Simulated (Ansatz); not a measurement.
# Ir (Iridium, Fm-3m): a volume series of phonon spectra, part 2 of 4

Aim: how the vibrations of Iridium shift with volume, and the expansion that follows.

Ansatz 0.2.0; DFT PBEsol, scalar-relativistic, plane waves, PAW; PAW set soft_1.

So far. Step 2 (A first coarse run): The start is under 1.1 GPa at this level and looks like a metal on this mesh.

The database entry behind the starting cell differs from later determinations by our own check (0.1 to 0.3 % short, probably kX units), so it need not match the best structure at ambient conditions.

## 4. Tight relaxation

The relaxation is repeated with tighter thresholds on force and stress, since phonons are sensitive to what is left; a change of mesh or smearing in the input moves the cell too.

Contents of input.yaml:

```yaml
crystal:
  lattice:
    - [0.0, 1.91503615, 1.91503615]
    - [1.91503615, 0.0, 1.91503615]
    - [1.91503615, 1.91503615, 0.0]
  atoms:
    - { symbol: Ir, position: [0.0, 0.0, 0.0] }
kpoints:
  mp_grid: { grid: [20, 20, 20] }
hamiltonian:
  xc: pbesol
  pseudopotentials: { kind: paw, azcp: { folder: soft_1 }, xc_functional: pbe }
scf:
  occupations: { method: methfessel_paxton, width: 0.2 }
  lower_state_search: "off"
output:
  forces: true
  stress: true
  eigenvalues: true
  write_density: true
  write_potential: true
  elf: true
  volumetric_format: npy
relax:
  adjacent_minimum: "off"
  f_tol: 0.001
  max_steps: 60
  cell: { stress_tol: 0.01 }
```

Run with:

```console
$ ansatz run input.yaml --threads 8 --pin off --max-ram 16384MiB --backend cpu --events-out ev --progress --plain --runs-dir out
```

Numbers of over 12 decimals in the logs are rounded to 6 here.

The log of the run:

```text
[...]
Crystal: 1 atoms, lattice volume = 14.046 Å³
Basis set: ecut = 420 eV, 283 PW (Γ), exchange–correlation on 40×40×40 points (8 copies of the dense FFT grid, shifted against one another)
Bands: 13, of which v1, the nominal top of the filled ones, is band 9 counted from 1 (8 counted from 0)
Symmetry: 48 space group operations
[...]
k-points: 256 of 8000
[...]
SCF iter   1: F=—  HF=-11800.555929 eV  |F-HF|=—  |Δ(HF+E_count)|=         —  Δρ=5.28e-2  dr2=2.95e-1  ethr=3.10e-3  ⟨swp⟩=5.0  Hψ=16396  notcnv=0
[...]
SCF iter   6: F=-11800.448278 eV  HF=-11800.448278 eV  |F-HF|=1.06e-10  |Δ(HF+E_count)|=   3.63e-8  S|Δr|=    0.00e0  Δρ=1.83e-6  dr2=2.14e-10  ethr=5.88e-10  ⟨swp⟩=7.1  Hψ=16595  notcnv=0
SCF 1 converged in 6 iterations: F = -11800.448278 eV  dr2 = 2.14e-10
[...]
relax step   1: F+E_penalty+E_count = -11800.44827780 eV  Δ(F+E_penalty+E_count) = +0.000e0 eV  max|allowed force component| = 0.000e0 eV/Å  Δτ_max = 0.0000 Å  P = -0.167 GPa  Ω = 14.046 Å³  (6 SCF iters, dr2 threshold 1.00e-7 eV, accepted)
Crystal: 1 atoms, lattice volume = 14.029 Å³
[...]
SCF iter   2: F=-11800.448279 eV  HF=-11800.448279 eV  |F-HF|=1.39e-8  |Δ(HF+E_count)|=   1.94e-7  S|Δr|=    0.00e0  Δρ=2.09e-5  dr2=1.63e-8  ethr=4.09e-10  ⟨swp⟩=5.0  Hψ=17538  notcnv=0
SCF 2 converged in 2 iterations: F = -11800.448279 eV  dr2 = 1.63e-8
relax step   2: F+E_penalty+E_count = -11800.44827894 eV  Δ(F+E_penalty+E_count) = -1.133e-6 eV  max|allowed force component| = 0.000e0 eV/Å  Δτ_max = 0.0000 Å  P = +0.300 GPa  Ω = 14.029 Å³  energy of the carried Pulay correction = +8.059e-6 eV  (2 SCF iters, dr2 threshold 6.95e-8 eV, rejected (line search))
Crystal: 1 atoms, lattice volume = 14.040 Å³
[...]
SCF iter   4: F=-11800.448284 eV  HF=-11800.448284 eV  |F-HF|=3.64e-12  |Δ(HF+E_count)|=  7.28e-11  S|Δr|=    0.00e0  Δρ=9.21e-8  dr2=2.47e-13  ethr=1.00e-12  ⟨swp⟩=4.0  Hψ=13987  notcnv=0
SCF 3 converged in 4 iterations: F = -11800.448284 eV  dr2 = 2.47e-13
relax step   3: F+E_penalty+E_count = -11800.44828383 eV  Δ(F+E_penalty+E_count) = -6.026e-6 eV  max|allowed force component| = 0.000e0 eV/Å  Δτ_max = 0.0000 Å  P = -0.000 GPa  Ω = 14.040 Å³  energy of the carried Pulay correction = +2.883e-6 eV  (4 SCF iters, accepted)
[...]
SCF iter   4: F=-11800.448284 eV  HF=-11800.448284 eV  |F-HF|=7.28e-12  |Δ(HF+E_count)|=  3.64e-12  S|Δr|=    0.00e0  Δρ=2.07e-8  dr2=2.70e-14  ethr=1.00e-12  ⟨swp⟩=3.0  Hψ=12689  notcnv=0
SCF 4 converged in 4 iterations: F = -11800.448284 eV  dr2 = 2.70e-14
relax step   4: F+E_penalty+E_count = -11800.44828382 eV  Δ(F+E_penalty+E_count) = +9.089e-9 eV  max|allowed force component| = 0.000e0 eV/Å  Δτ_max = 0.0000 Å  P = -0.000 GPa  Ω = 14.040 Å³  stress off target by 3.27e-4 GPa  SCF on the basis re-selected at this cell (its energy is not comparable with the rows above)  (4 SCF iters)
[...]
SCF converged after 4 iterations
Stability not checked: this state was not tested for a lower state beside it, because cold or Methfessel-Paxton smearing, or corrected tetrahedra, fill the levels in a way that the test cannot read (fill_not_monotonic; see scf.lower_state_search)
Free energy (F): -11800.448284 eV
[...]
Internal energy: -11800.451159 eV  (E = F + TS)
E sigma→0 (E₀):  -11800.449003 eV
Entropy (-TS):   0.002875 eV (2.875 meV/atom)
Fermi energy:    25.824444 eV
[...]
--- Stress (GPa, compression-positive) ---
       -0.000327      -0.000000      -0.000000
       -0.000000      -0.000327      -0.000000
       -0.000000      -0.000000      -0.000327
  P = ⅓ Tr σ = -0.0003 GPa (-0.003 kbar)
--- Band table (eV; the first three rows and the last of 256) ---
  k-point 0: bands = [... 5 lower, 21.9233, 21.9233, 21.9233, 24.6731, 24.6731, 39.4289, 44.9646, 44.9646]
  k-point 1: bands = [... 5 lower, 21.8612, 21.9727, 21.9727, 24.6398, 24.6398, 39.6266, 44.4221, 45.1535]
  k-point 2: bands = [... 5 lower, 21.6970, 22.1062, 22.1062, 24.5612, 24.5612, 40.1806, 43.2632, 45.7077]
  k-point 255: bands = [... 5 lower, 20.9185, 20.9185, 24.0322, 27.3934, 34.0370, 34.9238, 34.9238, 39.2325]
--- Relaxed structure (3 steps of the walk, 2 accepted, 1 SCFs on fresh bases) ---
[...]
cell:  # Å, volume = 14.0402 Å³
    - [0, 1.914762, 1.914762]
    - [1.914762, 0, 1.914762]
    - [1.914762, 1.914762, 0]
  atoms:
    - { symbol: Ir, position: [0.0, 0.0, 0.0] }
```

It took 1.8 s on 8 threads of Arm Neoverse V2, shared host; peak memory 0.34 GiB.

Little changed from the start: no atom moved by 0.005 Å and no cell edge by 0.1 %.

Numbers from this step:

```
pressure        : -3.27e-4 GPa
volume per atom : 14.04 Å³/atom
```

ELF in the ac plane of the conventional cell at fractional y = 0.000, with atoms of Ir within 0.2 Å of it. It is the smooth field of the valence electrons, not physical close to the nuclei.

Ten even steps from '0' (0.16) to '9' (0.58), each cell a mean:
```
89952100123798
99743211123589
86433322234457
33343456544433
12334799864322
01236999985211
00138986996210
01237988995210
11235899974321
22344578643332
65444333334345
98643221233479
99852110123699
69962100013898
```
Columns run along a (3.8 Å), rows up along c (3.8 Å), edges of the conventional cell, whose origin can differ from the input's. Atoms in or near the plane, at fractional coordinates: Ir at (0.00, 0.00), Ir at (0.50, 0.50).

Electrostatic potential energy in the ac plane of the conventional cell at fractional y = 0.000, with atoms of Ir within 0.2 Å of it. With pseudopotentials it is smooth inside the atoms' cores, unlike the true potential.

Ten even steps from '_' (-54 eV) to '@' (28 eV), each cell a mean:
```
____--**@@@@@@@@@@@@%%++::__
..::++%%@@@@@@@@@@@@%%**--::
==++##%%@@@@@@@@@@@@@@%%**++
%%%%@@@@%%%%****##%%@@@@%%%%
@@@@@@@@##++--::--**%%@@@@@@
@@@@@@%%++::____..--##@@@@@@
@@@@@@%%==..______::**@@@@@@
@@@@@@%%++::______--**@@@@@@
@@@@@@%%**--::..::++%%@@@@@@
@@@@@@@@%%**++==++##%%@@@@@@
**##%%@@@@%%%%%%%%@@@@%%%%**
::--**%%@@@@@@@@@@@@@@##++--
__..--##@@@@@@@@@@@@%%++::__
____::**@@@@@@@@@@@@%%==..__
```
Columns run along a (3.8 Å; values clipped at the 3rd and 97th percentile), rows up along c (3.8 Å), edges of the conventional cell, whose origin can differ from the input's. Atoms in or near the plane, at fractional coordinates: Ir at (0.00, 0.00), Ir at (0.50, 0.50).

Valence density in the ac plane of the conventional cell at fractional y = 0.000, with atoms of Ir within 0.2 Å of it. It is the smooth field of the valence electrons, not physical close to the nuclei.

Ten even steps from '0' (0.2 e/Å³) to '9' (9.7 e/Å³), each cell a mean:
```
97410000000258
64200000000135
21000000000012
00000011000000
00000244310000
00001478630000
00002699841000
00002589741000
00001356420000
00000122100000
10000000000001
43100000000024
86300000000147
98410000000269
```
Columns run along a (3.8 Å), rows up along c (3.8 Å), edges of the conventional cell, whose origin can differ from the input's. Atoms in or near the plane, at fractional coordinates: Ir at (0.00, 0.00), Ir at (0.50, 0.50).

The residual pressure is -3.3e-4 GPa, small enough for phonons.

## 5. Lattice dynamics at this volume, V/V0 1

Phonons at this volume give one point of F(V, T); meshes stay fixed along the series.

input.yaml, the sections that differ from step 4:

```yaml
crystal:
  lattice:
    - [0.0, 1.9147623234, 1.9147623234]
    - [1.9147623234, 0.0, 1.9147623234]
    - [1.9147623234, 1.9147623234, 0.0]
  atoms:
    - { symbol: Ir, position: [0.0, 0.0, 0.0] }
output:
  eigenvalues: true
phonons:
  method: dfpt
  qmesh: [4, 4, 4]
  temperatures: { t_max: 1000, t_step: 50 }
  qpath:
    path:
      - [[0.0, 0.0, 0.0], [0.5, 0.0, 0.5], [0.625, 0.25, 0.625]]
      - [[0.375, 0.375, 0.75], [0.0, 0.0, 0.0], [0.5, 0.5, 0.5], [0.5, 0.25, 0.75], [0.5, 0.0, 0.5]]
    npoints: 10
# kpoints, hamiltonian, scf: as in step 4
# relax: removed
```

The log of the run:

```text
[...]
Crystal: 1 atoms, lattice volume = 14.040 Å³
Basis set: ecut = 420 eV, 283 PW (Γ), exchange–correlation on 40×40×40 points (8 copies of the dense FFT grid, shifted against one another)
Bands: 13, of which v1, the nominal top of the filled ones, is band 9 counted from 1 (8 counted from 0)
Symmetry: 48 space group operations
k-points: 256 of 8000
[...]
SCF iter   1: F=—  HF=-11800.555928 eV  |F-HF|=—  |Δ(HF+E_count)|=         —  Δρ=5.28e-2  dr2=2.94e-1  ethr=3.10e-3  ⟨swp⟩=5.0  Hψ=16406  notcnv=0
[...]
SCF iter   7: F=-11800.448284 eV  HF=-11800.448284 eV  |F-HF|=1.09e-11  |Δ(HF+E_count)|=  3.09e-11  S|Δr|=    0.00e0  Δρ=2.14e-7  dr2=3.86e-12  ethr=1.00e-12  ⟨swp⟩=5.9  Hψ=13772  notcnv=0
SCF 1 converged in 7 iterations: F = -11800.448284 eV  dr2 = 3.86e-12
[...]
NSCF: frozen V_eff on 256 k-points
[...]
DFPT response loops at q = (0, 0, 0) (fractional): preconditioner auto → Kerker (q_TF=auto, 2.817 Å⁻¹) (partly filled bands, converged f_vac=0.000); β = 1.00, the filter's whole step (`scf.mixing.beta` (0.50) is not read by the response loops under this deck's `scf.mixing.preconditioner`; to damp them name `kerker` or `kerker_dos`, under which they read `scf.mixing.beta`, and type it under 1.00, their step now; both keys bind the ground state too); Broyden in place of MSR1
[...]
SCF converged after 7 iterations
[...]
Free energy (F): -11800.448284 eV
[...]
Internal energy: -11800.451159 eV  (E = F + TS)
E sigma→0 (E₀):  -11800.449003 eV
Entropy (-TS):   0.002875 eV (2.875 meV/atom)
Fermi energy:    25.824442 eV
[...]
--- Band table (eV; the first three rows and the last of 256) ---
  k-point 0: bands = [... 5 lower, 21.9233, 21.9233, 21.9233, 24.6731, 24.6731, 39.4289, 44.9646, 44.9646]
  k-point 1: bands = [... 5 lower, 21.8612, 21.9727, 21.9727, 24.6398, 24.6398, 39.6266, 44.4221, 45.1535]
  k-point 2: bands = [... 5 lower, 21.6970, 22.1062, 22.1062, 24.5612, 24.5612, 40.1806, 43.2632, 45.7077]
  k-point 255: bands = [... 5 lower, 20.9185, 20.9185, 24.0322, 27.3934, 34.0370, 34.9238, 34.9238, 39.2325]
--- Phonons (Γ-DFPT): 1 representative perturbation + reference (Σ response iterations 3) ---
  ASR residual: 1.516e-4 → 0.000e0 eV/Å²; symmetrization residual: 8.034e-12 eV/Å²
  ASR residual per site (eV/Å²): 1.52e-4
  Γ frequencies (cm⁻¹): 0.00 0.00 0.00
--- Phonons (arbitrary-q DFPT): 8 irreducible q on the 4×4×4 mesh ---
  q = [0.0000, 0.0000, 0.0000] (star 1, of the zone-centre solve; hermiticity 7.20e-10, symmetrization 5.30e-8): 0.00 0.00 0.00
  q = [0.0000, 0.0000, 0.2500] (star 8, 1 solved perturbation on 4200 of 8000 k-point pairs; hermiticity 2.16e-14, symmetrization 2.74e-13): 88.48 88.48 170.15
[...]
q = [0.0000, 0.2500, 0.2500] (star 6, 2 solved perturbations in 3420 linear systems a pass and spin channel, the states on 2210 of 8000 k-point pairs; hermiticity 2.85e-14, symmetrization 3.26e-14): 117.08 117.08 184.67
[...]
sum rule: each row above includes the acoustic sum rule's correction from the zone centre's row sums; it moved no ω² by more than (0.46 cm⁻¹)²
  mesh force constants: q→R imaginary residual 0.00e0; ASR residual 1.516e-4 → 0.000e0 eV/Å²; symmetrization residual 1.421e-14 eV/Å²
  interpolated dispersion: 62 rows × 3 modes
  density of states and harmonic sums: on the 28×28×28 q-mesh, interpolated from the force constants of a 4×4×4 supercell (no non-analytic term)
  largest difference from the sums on the solved wave vectors: F 1.07e-2 eV, S 1.48e-5 and C_V 4.03e-6 eV/K
  zero-point energy: 0.027940 eV/cell   skipped modes (ω ≤ 0): 3   left out of the sums: 4.56e-5 of the cell's modes: C_V's classical limit lies that fraction below 3 k_B per atom; for a crystal, a wire or a layer, F and S can be off by more, and a phonons.interpolated_qmesh denser along its periods is the remedy for the sampling
```

It took 75 s on 8 threads; peak memory 3.6 GiB; 8.6 min of CPU time.

This step gave:

```
Γ frequencies                            : 0, 0, 0 cm⁻¹ (negative: imaginary)
lowest frequency on the path             : 0 cm⁻¹
zero-point energy                        : 0.02794 eV/cell
highest frequency                        : 203.8 cm⁻¹
Debye temperature from the second moment : 286 K
```

No LO-TO term. Phonon branches along the path, in cm⁻¹:

```csv
point,branch 1,branch 2,branch 3
Γ,0,0,0
halfway,117,117,185
X,148,148,198
halfway,148,155,193
U,146,170,179
jump to K,146,170,179
halfway,109,119,182
Γ,0,0,0
halfway,88,88,170
L,118,118,204
halfway,139,151,190
W,166,169,169
halfway,153,157,188
X,148,148,198
```

The phonon branches as a text plot (rows in cm⁻¹):

```
    200 |       *******                       *******          **
    191 |              **    ***                     **       *
    183 |      *         ****   *            *         **   **
    174 |                 *                 *            * *
    166 |    **          * *     *                      *****
    157 |              **   *                          *    ***
    149 |         *********  **            *          ***     ***
    140 |        *         **     **                 **
    132 |   *   *            ***                    **
    123 |                      **                 ***
    115 |      *                          *    ***
    106 |                       *             *
     98 |    **                  *  *        *
     89 |  *                     *          *
     81 |   *                     **     *
     72 |                         **       *
     64 |
     55 |  *                        **    *
     47 | *                         *   *
     38 |                                *
     30 | *                          *
     21 |                            *  *
     13 |
      4 |*                            **
         Γ           X  U|K            Γ         L        W     X
```

Tetrahedra on 28 28 28, mean over bins of 2 cm⁻¹. Phonon density of states against wavenumber; read off at these points:

```csv
wavenumber (cm⁻¹),phonon density of states (1/cm⁻¹/cell)
5.0,1.0e-5
10.0,2.5e-5
15.0,7.0e-5
20.0,1.6e-4
25.0,2.5e-4
30.0,3.8e-4
35.0,5.4e-4
40.0,7.2e-4
45.0,9.3e-4
50.0,0.00117
55.0,0.00147
60.0,0.00181
65.0,0.00221
70.0,0.00267
75.0,0.00321
80.0,0.00388
85.0,0.00465
90.0,0.00562
95.0,0.00678
100.0,0.00832
105.0,0.0103
110.0,0.0131
115.0,0.0174
120.0,0.0251
125.0,0.0275
130.0,0.0302
135.0,0.0337
140.0,0.0385
145.0,0.0465
147.0,0.0530
150.0,0.0441
155.0,0.0313
160.0,0.0254
165.0,0.0198
170.0,0.00987
175.0,0.00854
180.0,0.0206
185.0,0.0323
190.0,0.0559
191.0,0.0645
195.0,0.0423
200.0,0.0169
205.0,0
```

Harmonic. Thermo, by row:

```csv
T (K),F_vib (meV/atom),S (J/mol-atom/K),C_V (J/mol-atom/K)
0,27.94,0,0
50,27.63,2.491,6.97
100,24.21,10.93,17.07
150,16.47,18.7,20.93
200,5.09,24.97,22.57
250,-9.22,30.11,23.38
300,-25.97,34.41,23.84
350,-44.78,38.11,24.13
400,-65.39,41.35,24.32
450,-87.58,44.22,24.45
500,-111.2,46.8,24.54
550,-136,49.14,24.61
600,-162.1,51.29,24.66
650,-189.2,53.26,24.7
700,-217.2,55.09,24.74
750,-246.2,56.8,24.76
800,-276.1,58.4,24.78
850,-306.8,59.9,24.8
900,-338.2,61.32,24.82
950,-370.3,62.66,24.83
1000,-403.1,63.94,24.84
```

Phonopy on the run's constants, 21x21x21 mesh, Gaussian sigma 2.0 cm⁻¹. Modes, Ir against wavenumber; read off at these points:

```csv
wavenumber (cm⁻¹),"modes, Ir (1/cm⁻¹/cell)"
-10.0,0
0.0,5.9e-5
10.0,0
20.0,3.5e-4
30.0,2.2e-4
40.0,0.00142
50.0,0.00133
60.0,0.00102
70.0,0.00275
80.0,0.00336
90.0,0.00508
100.0,0.00797
110.0,0.0137
120.0,0.0254
130.0,0.0300
140.0,0.0387
147.5,0.0501
150.0,0.0439
160.0,0.0264
170.0,0.0108
180.0,0.0202
190.0,0.0530
192.3,0.0571
200.0,0.0177
210.0,7.3e-6
```

No mode is imaginary beyond numerical noise at the solved wavevectors.

## 6. Single point at a scaled cell, V/V0 1.015

Symmetry fixes every atom, so a single point at the scaled cell gives the energy and pressure of this member.

input.yaml, the sections that differ from step 5:

```yaml
crystal:
  lattice:
    - [0.0, 1.924288661, 1.924288661]
    - [1.924288661, 0.0, 1.924288661]
    - [1.924288661, 1.924288661, 0.0]
  atoms:
    - { symbol: Ir, position: [0.0, 0.0, 0.0] }
output:
  forces: true
  stress: true
  eigenvalues: true
  write_density: true
  write_potential: true
  elf: true
  volumetric_format: npy
# kpoints, hamiltonian, scf: as in step 5
# phonons: removed
```

The log of the run:

```text
[...]
Crystal: 1 atoms, lattice volume = 14.251 Å³
Basis set: ecut = 420 eV, 283 PW (Γ), exchange–correlation on 40×40×40 points (8 copies of the dense FFT grid, shifted against one another)
Bands: 13, of which v1, the nominal top of the filled ones, is band 9 counted from 1 (8 counted from 0)
Symmetry: 48 space group operations
[...]
k-points: 256 of 8000
[...]
SCF iter   1: F=—  HF=-11800.552622 eV  |F-HF|=—  |Δ(HF+E_count)|=         —  Δρ=5.25e-2  dr2=2.98e-1  ethr=3.10e-3  ⟨swp⟩=5.0  Hψ=16334  notcnv=0
[...]
SCF iter   6: F=-11800.444562 eV  HF=-11800.444562 eV  |F-HF|=3.26e-10  |Δ(HF+E_count)|=   2.57e-8  S|Δr|=    0.00e0  Δρ=2.52e-6  dr2=4.54e-10  ethr=4.67e-10  ⟨swp⟩=5.0  Hψ=17780  notcnv=0
SCF 1 converged in 6 iterations: F = -11800.444562 eV  dr2 = 4.54e-10
[...]
SCF converged after 6 iterations
[...]
Free energy (F): -11800.444562 eV
[...]
Internal energy: -11800.447548 eV  (E = F + TS)
E sigma→0 (E₀):  -11800.445309 eV
Entropy (-TS):   0.002985 eV (2.985 meV/atom)
Fermi energy:    25.342675 eV
[...]
--- Stress (GPa, compression-positive) ---
       -5.570145       0.000000       0.000000
        0.000000      -5.570145      -0.000000
       -0.000000       0.000000      -5.570145
  P = ⅓ Tr σ = -5.5701 GPa (-55.701 kbar)
--- Band table (eV; the first three rows and the last of 256) ---
  k-point 0: bands = [... 5 lower, 21.5296, 21.5296, 21.5296, 24.2157, 24.2157, 38.9910, 44.4435, 44.4435]
  k-point 1: bands = [... 5 lower, 21.4691, 21.5780, 21.5780, 24.1835, 24.1835, 39.1843, 43.9035, 44.6284]
  k-point 2: bands = [... 5 lower, 21.3089, 21.7087, 21.7087, 24.1076, 24.1076, 39.7260, 42.7477, 45.1707]
  k-point 255: bands = [... 5 lower, 20.5411, 20.5411, 23.5967, 26.8685, 33.4199, 34.3357, 34.3357, 38.5850]
```

Elapsed: 0.68 s, on 8 threads; peak memory 0.32 GiB; 3.5 s of CPU time.

Numbers from this step:

```yaml
pressure: -5.570 GPa
volume_per_atom: 14.25 Å³/atom
```

Valence density in the ac plane of the conventional cell at fractional y = 0.000, with atoms of Ir within 0.2 Å of it. It is the smooth field of the valence electrons, not physical close to the nuclei.

Ten even steps from '_' (0.2 e/Å³) to '@' (9.7 e/Å³), each cell a mean:
```
@@##==..______________::++%%
**==::________________..--++
::..____________________..::
____________....____________
__________::====--..________
________..==##%%**--________
________::**@@@@%%==..______
________::++%%@@##==..______
________..--++**==::________
__________..::::..__________
..________________________..
==--..__________________::==
%%**--________________..==##
@@%%==..______________::**@@
```
Columns run along a (3.8 Å), rows up along c (3.8 Å), edges of the conventional cell, whose origin can differ from the input's. Atoms in or near the plane, at fractional coordinates: Ir at (0.00, 0.00), Ir at (0.50, 0.50).

Electrostatic potential energy in the ac plane of the conventional cell at fractional y = 0.000, with atoms of Ir within 0.2 Å of it. With pseudopotentials it is smooth inside the atoms' cores, unlike the true potential.

Ten even steps from '0' (-54 eV) to '9' (28 eV), each cell a mean:
```
00369999998520
12589999999632
45789999999865
88998866789998
99997532368999
99985200137999
99984100026999
99985200036999
99996321258999
99998654578999
67899988899886
23689999999753
01379999998520
00269999998410
```
Columns run along a (3.8 Å; values clipped at the 3rd and 97th percentile), rows up along c (3.8 Å), edges of the conventional cell, whose origin can differ from the input's. Atoms in or near the plane, at fractional coordinates: Ir at (0.00, 0.00), Ir at (0.50, 0.50).

ELF in the ac plane of the conventional cell at fractional y = 0.000, with atoms of Ir within 0.2 Å of it. It is the smooth field of the valence electrons, not physical close to the nuclei.

Ten even steps from '_' (0.16) to '@' (0.58), each cell a mean:
```
%%@@@@++::..______::--##@@%%
@@@@##==--::......::--++%%@@
%%**==------::::::--====++##
------==--==++**++======----
..::----==##@@@@%%**==--::::
__..::--**@@@@@@@@%%++::..__
____..--%%@@%%**@@@@**::..__
____::--##@@%%%%@@@@++::..__
....::--++%%@@@@@@##==--::..
::::--====++##%%**==------::
**++======----------==--==++
@@%%**==--::::..::----==##@@
@@@@%%++::..____..::--**@@@@
**@@@@**::..______..--%%@@%%
```
Columns run along a (3.8 Å), rows up along c (3.8 Å), edges of the conventional cell, whose origin can differ from the input's. Atoms in or near the plane, at fractional coordinates: Ir at (0.00, 0.00), Ir at (0.50, 0.50).

[end of part 2 of 4]

[Logs are printed without paths, hosts, clocks, repeated set-up lines and the standing remarks that a program may print on its own settings, such as how far it seeks lower states.]

[Hosts, paths, dates, database ids (printed as entryN), source tags and the programs' standing remarks are cut or masked in the printed files.]

[A step with changed settings may run another functional than the one named; its input shows which.]

[Of the runs on displaced cells, only some may be shown.]
